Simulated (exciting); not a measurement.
# ZnS (Wurtzite-2H): the Zn K edge from the Bethe–Salpeter equation

Aim: the Zn K absorption edge of ZnS (Wurtzite-2H) with the electron–hole interaction treated explicitly, and what each term of the kernel does.

Program: exciting sodium. Level of theory: X-ray absorption, core-level Bethe-Salpeter equation, exchange and statically screened direct term, Tamm-Dancoff, all-electron LAPW+lo LDA. Results are calculated unless marked as measured.

The database entry behind the starting cell differs from later determinations by our own check (about 0.4 % short), so it need not match the best structure at ambient conditions.

### 1. The starting structure

Symmetry: P6_3mc, No. 186, hexagonal system. Conventional cell: a = 3.811 Å, b = 3.811 Å, c = 6.234 Å, α = 90.00°, β = 90.00°, γ = 120.00°. Nearest to Zn lie 4 S at 2.31 to 2.40 Å. S has 4 Zn at 2.31 to 2.40 Å nearest. Farther neighbours and most contacts between anions are not listed.

Structure file:

```xyz
4
Lattice="3.8110 0.0000 0.0000 -1.9055 3.3004 0.0000 0.0000 0.0000 6.2340" Properties=species:S:1:pos:R:3 pbc="T T T"
Zn    1.9055    1.1001    3.1170
Zn    0.0000    2.2003    0.0000
S     1.9055    1.1001    5.5171
S     0.0000    2.2003    2.4001
```

Differences between curves are given as r.m.s. difference over r.m.s. height.

### 2. Ground state

The species files are the program's own, with muffin-tin radii set in the input.

The input, input.xml:

```
<input>
  <title>ZnS</title>
  <structure speciespath="." autormt="false" epslat="1.0e-5">
    <crystal>
      <basevect>7.2017462596 0.0000000000 0.0000000000</basevect>
      <basevect>-3.6008731298 6.2368952124 0.0000000000</basevect>
      <basevect>0.0000000000 0.0000000000 11.7805526588</basevect>
    </crystal>
    <species speciesfile="Zn.xml" rmt="2.240">
      <atom coord="0.6666666667 0.3333333333 0.5000000000"/>
      <atom coord="0.3333333333 0.6666666667 0.0000000000"/>
    </species>
    <species speciesfile="S.xml" rmt="2.002">
      <atom coord="0.6666666667 0.3333333333 0.8850000000"/>
      <atom coord="0.3333333333 0.6666666667 0.3850000000"/>
    </species>
  </structure>
  <groundstate do="fromscratch" xctype="LDA_PW" ngridk="5 5 2" rgkmax="7" gmaxvr="14" nempty="8" swidth="0.001" maxscl="100" epsengy="1e-5"/>
</input>
```

The run is started by

```console
> OMP_NUM_THREADS=1 mpirun -n 2 exciting
```

Log:

```text
EXCITING SODIUM started
********************************************************************************
* Ground-state run starting from atomic densities                              *
********************************************************************************
+ Starting initialization                                                      +
 Lattice vectors (cartesian) :
      7.2017462596      0.0000000000      0.0000000000
     -3.6008731298      6.2368952124      0.0000000000
      0.0000000000      0.0000000000     11.7805526588
 Reciprocal lattice vectors (cartesian) :
      0.8724530247      0.5037109887     -0.0000000000
      0.0000000000      1.0074219773      0.0000000000
      0.0000000000     -0.0000000000      0.5333523383
 Unit cell volume                           :     529.1416266395
 Brillouin zone volume                      :       0.4687784913
 Species :    1 (Zn)
     parameters loaded from                 :    Zn.xml
     name                                   :    zinc
     nuclear charge                         :     -30.00000000
     electronic charge                      :      30.00000000
     atomic mass                            :  119198.67800000
     muffin-tin radius                      :       2.24000000
     # of radial points in muffin-tin       :     350
     atomic positions (lattice) :
       1 :   0.00000000  0.00000000  0.00000000
       2 :   0.66666667  0.33333333  0.50000000
 Species :    2 (S)
     parameters loaded from                 :    S.xml
     name                                   :    sulphur
     nuclear charge                         :     -16.00000000
     electronic charge                      :      16.00000000
     atomic mass                            :   58452.74216000
     muffin-tin radius                      :       2.00200000
     # of radial points in muffin-tin       :     300
     atomic positions (lattice) :
       1 :   0.00000000  0.00000000  0.38500000
       2 :   0.66666667  0.33333333  0.88500000
 Total number of atoms per unit cell        :       4
 Spin treatment                             :    spin-unpolarised
 Number of Bravais lattice symmetries       :      24
 Number of crystal symmetries               :      12
 k-point grid                               :       5    5    2
 Total number of k-points                   :      10
 k-point set is reduced with crystal symmetries
 R^MT_min * |G+k|_max (rgkmax)              :       7.00000000
 Species with R^MT_min                      :       2 (S)
 Maximum |G+k| for APW functions            :       3.49650350
 Maximum |G| for potential and density      :      14.00000000
 G-vector grid sizes                        :      36    36    54
 Total number of G-vectors                  :   24527
 Maximum angular momentum used for
     APW functions                          :       8
     computing H and O matrix elements      :       8
     potential and density                  :       8
     inner part of muffin-tin               :       2
 Total nuclear charge                       :     -92.00000000
 Total electronic charge                    :      92.00000000
 Total core charge                          :      44.00000000
 Total valence charge                       :      48.00000000
 Number of empty states                     :       8
 Total number of valence states             :      33
 Maximum Hamiltonian size                   :     422
 Maximum number of plane-waves              :     390
 Total number of local-orbitals             :      32
 Exchange-correlation type                  :       3
     Perdew-Wang, Phys. Rev. B 45, 13244 (1992)
 Smearing scheme                            :    Gaussian
 Smearing width                             :       0.00100000
 Using multisecant Broyden potential mixing
+ Ending initialization                                                        +
********************************************************************************
* Groundstate module started                                                   *
********************************************************************************
 Output level for this task is set to normal
+ Self-consistent loop started                                                 +
 Density and potential initialised from atomic data
+ SCF iteration number :    1                                                  +
 Total energy                               :     -4375.45933036
 _______________________________________________________________
 Fermi energy                               :         0.14300417
 Kinetic energy                             :      4454.26618937
 Coulomb energy                             :     -8643.18018710
 Exchange energy                            :      -178.70955160
 Correlation energy                         :        -7.83578102
 DOS at Fermi energy (states/Ha/cell)       :         0.00000000
 Electron charges :
     core                                   :        44.00000000
     core leakage                           :         0.00098874
     valence                                :        48.00000000
     interstitial                           :         6.65415578
     charge in muffin-tin spheres :
                  atom     1    Zn          :        28.49926481
                  atom     2    Zn          :        28.49926481
                  atom     3     S          :        14.17365730
                  atom     4     S          :        14.17365730
     total charge in muffin-tins            :        85.34584422
     total charge                           :        92.00000000
 Estimated fundamental gap                  :         0.08665147
        valence-band maximum at    1      0.0000  0.0000  0.0000
     conduction-band minimum at    1      0.0000  0.0000  0.0000
[... further iterations ...]
| Convergence targets achieved. Performing final SCF iteration                 +
 Total energy                               :     -4383.02500892
 _______________________________________________________________
 Fermi energy                               :         0.14970126
 Kinetic energy                             :      4449.73056689
 Coulomb energy                             :     -8646.00826497
 Exchange energy                            :      -178.90906959
 Correlation energy                         :        -7.83824126
 DOS at Fermi energy (states/Ha/cell)       :         0.00000000
 Electron charges :
     core                                   :        44.00000000
     core leakage                           :         0.00097545
     valence                                :        48.00000000
     interstitial                           :         6.80030847
     charge in muffin-tin spheres :
                  atom     1    Zn          :        28.66562312
                  atom     2    Zn          :        28.66562312
                  atom     3     S          :        13.93422264
                  atom     4     S          :        13.93422264
     total charge in muffin-tins            :        85.19969153
     total charge                           :        92.00000000
 Estimated fundamental gap                  :         0.07286199
        valence-band maximum at    1      0.0000  0.0000  0.0000
     conduction-band minimum at    1      0.0000  0.0000  0.0000
+ Self-consistent loop stopped                                                 +
 STATE.OUT is written
********************************************************************************
* Groundstate module stopped                                                   *
********************************************************************************
 Total time spent (seconds)                 :        30.35
| EXCITING SODIUM stopped                                                      =
```

Run time: 32 s. Hardware: 2 MPI ranks of Arm Neoverse V1, shared host.

The mesh shows a gap of 1.98 eV. Core levels (Dirac, from the valence top):

```
atom  level  energy (eV)
  Zn  2s1/2      -1151.4
  Zn  2p1/2      -1014.7
  Zn  2p3/2       -990.9
  Zn  3s1/2       -124.2
   S  1s1/2      -2389.9
   S  2s1/2       -203.8
   S  2p1/2       -150.3
   S  2p3/2       -149.1
```

### 3. A richer basis for the empty states

Each species file gets more local orbitals, built from u and its energy derivative at 0.15 Ha and u at 0.9 Ha.

input.xml is that of step 2.

The input, SPECIES.xml, added lines:

```
<lo l="L">  <!-- L = 0, 1, 2 -->
  <wf matchingOrder="0" trialEnergy="0.1500" searchE="false"/>
  <wf matchingOrder="1" trialEnergy="0.1500" searchE="false"/>
  <wf matchingOrder="0" trialEnergy="0.9000" searchE="false"/>
</lo>
```

The run is started by

```console
> OMP_NUM_THREADS=1 mpirun -n 2 exciting
```

Log:

```text
EXCITING SODIUM started
********************************************************************************
* Ground-state run starting from atomic densities                              *
********************************************************************************
+ Starting initialization                                                      +
[... lattice and species ...]
 Spin treatment                             :    spin-unpolarised
 Number of Bravais lattice symmetries       :      24
[...]
valence-band maximum at    1      0.0000  0.0000  0.0000
     conduction-band minimum at    1      0.0000  0.0000  0.0000
+ Self-consistent loop stopped                                                 +
 STATE.OUT is written
********************************************************************************
* Groundstate module stopped                                                   *
********************************************************************************
 Total time spent (seconds)                 :        29.53
| EXCITING SODIUM stopped                                                      =
[key lines of the parts left out:]
Total energy                               :     -4383.02657832
Fermi energy                               :         0.15010814
```

Elapsed: 32 s, on 2 MPI ranks.

Against the first ground state the total energy moves by -11 meV an atom and the gap by 0.00 eV.

(Part 1 of 3 ends here.)

[Banner, clock and machine lines of the logs are left out without a mark of their own.]

[Logs are printed without paths, hosts, clocks, repeated set-up lines and the standing remarks that a program may print on its own settings, such as how far it seeks lower states.]

[Hosts, paths, dates, database ids (printed as entryN), source tags and the programs' standing remarks are cut or masked in the printed files.]
